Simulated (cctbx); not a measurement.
## A disordered crystal of nominal Mn2NiS4

Cell a = 9.5400 Å, b = 9.5400 Å, c = 9.5400 Å, α = 90.00°, β = 90.00°, γ = 90.00°; space group Fd-3m (no. 227, origin choice 1); nominal formula Mn2NiS4.

Simulated single-crystal data (cctbx): Cu Kα, λ = 1.54184 Å, to d = 0.8 Å, 70 % of the full sphere, strongest reflection 70000 counts, noise from counting, a 1.5 % proportional error and a noise floor of 8 counts (s.d.); no absorption.

With every site full:

```text
Rint 0.017, 61 unique reflections to 0.81 A
cycle     R1     wR2    GooF  max shift (A)
   1  0.0874  0.1918  26.225   0.00049
   2  0.0039  0.0094   1.291   0.00000
final R1 0.0039 wR2 0.0094 GooF 1.291  parameters 6  data/parameter 10.2
atom        x        y        z      Ueq    occ   su(xyz)  su(Uiso or U11)
Ni1    0.50000  0.00000  0.50000   0.0076  1.000  0.00000  0.0001
Mn2    0.12500  0.87500  0.37500   0.0086  1.000  0.00000  0.0001
S1     0.11537  0.11537  0.38463   0.0069  1.000  0.00002  0.0001
difference map: max 0.13 min -0.13 rms 0.02
Q1    0.1250  0.1250  0.6250   16    0.13  0.00 A from Mn2
Q2    0.0000  0.0000  0.5000    8    0.09  1.91 A from S1
Q3    0.0654  0.0654  0.9346   32    0.08  1.08 A from Ni1
Q4    0.0000  0.0000  0.2127   48    0.08  1.96 A from S1
Q5    0.0454  0.0454  0.5454   32    0.07  1.31 A from Mn2
Q6    0.0681  0.0681  0.8143   96    0.05  1.02 A from S1
```

With the occupancies of the suspect sites free, each still typed as its main element:

```text
Rint 0.017, 61 unique reflections to 0.81 A
cycle     R1     wR2    GooF  max shift (A)
   1  0.0344  0.0751  10.464   0.00002
   2  0.0038  0.0091   1.268   0.00001
final R1 0.0038 wR2 0.0091 GooF 1.263  parameters 8  data/parameter 7.6
atom        x        y        z      Ueq    occ   su(xyz)  su(Uiso or U11)
Ni1    0.50000  0.00000  0.50000   0.0075  0.998  0.00000  0.0001
Mn2    0.12500  0.87500  0.37500   0.0087  1.002  0.00000  0.0001
S1     0.11537  0.11537  0.38463   0.0069  1.000  0.00002  0.0001
su of occupancy Ni1: 0.003
su of occupancy Mn2: 0.002
difference map: max 0.11 min -0.13 rms 0.02
Q1    0.1250  0.1250  0.6250   16    0.11  0.00 A from Mn2
Q2    0.0000  0.0000  0.5000    8    0.10  1.91 A from S1
Q3    0.0000  0.0000  0.2130   48    0.08  1.96 A from S1
Q4    0.0650  0.0650  0.9350   32    0.08  1.07 A from Ni1
Q5    0.0461  0.0461  0.5461   32    0.07  1.30 A from Mn2
Q6    0.0698  0.0698  0.8145   96    0.05  1.00 A from S1
```

**Question.** What is the disorder?

X-rays count electrons. Ni1 refines to 0.998(0.003), or 27.9 electrons; the site truly holds 0.95 Ni and 0.05 Mn, 27.8 electrons, which is 0.995 of Ni; Mn2 refines to 1.002(0.002), or 25.1 electrons; the site truly holds 0.975 Mn and 0.025 Ni, 25.1 electrons, which is 1.003 of Mn. All are within 3 s.u. of full, so these data don't show the disorder. Occupancy correlates with U and the scale, and the two elements' form factors differ in shape, so the match is approximate.

Freeing them takes R1 from 0.0039 to 0.0038 and GooF from 1.29 to 1.26.

The model is made up (kin elements in a known structure type, no relaxation), so it says nothing on whether the phase exists.

[Middle refinement cycles are left out of these outputs.]

[Logs are printed without paths, hosts, clocks, repeated set-up lines and the standing remarks that a program may print on its own settings, such as how far it seeks lower states.]
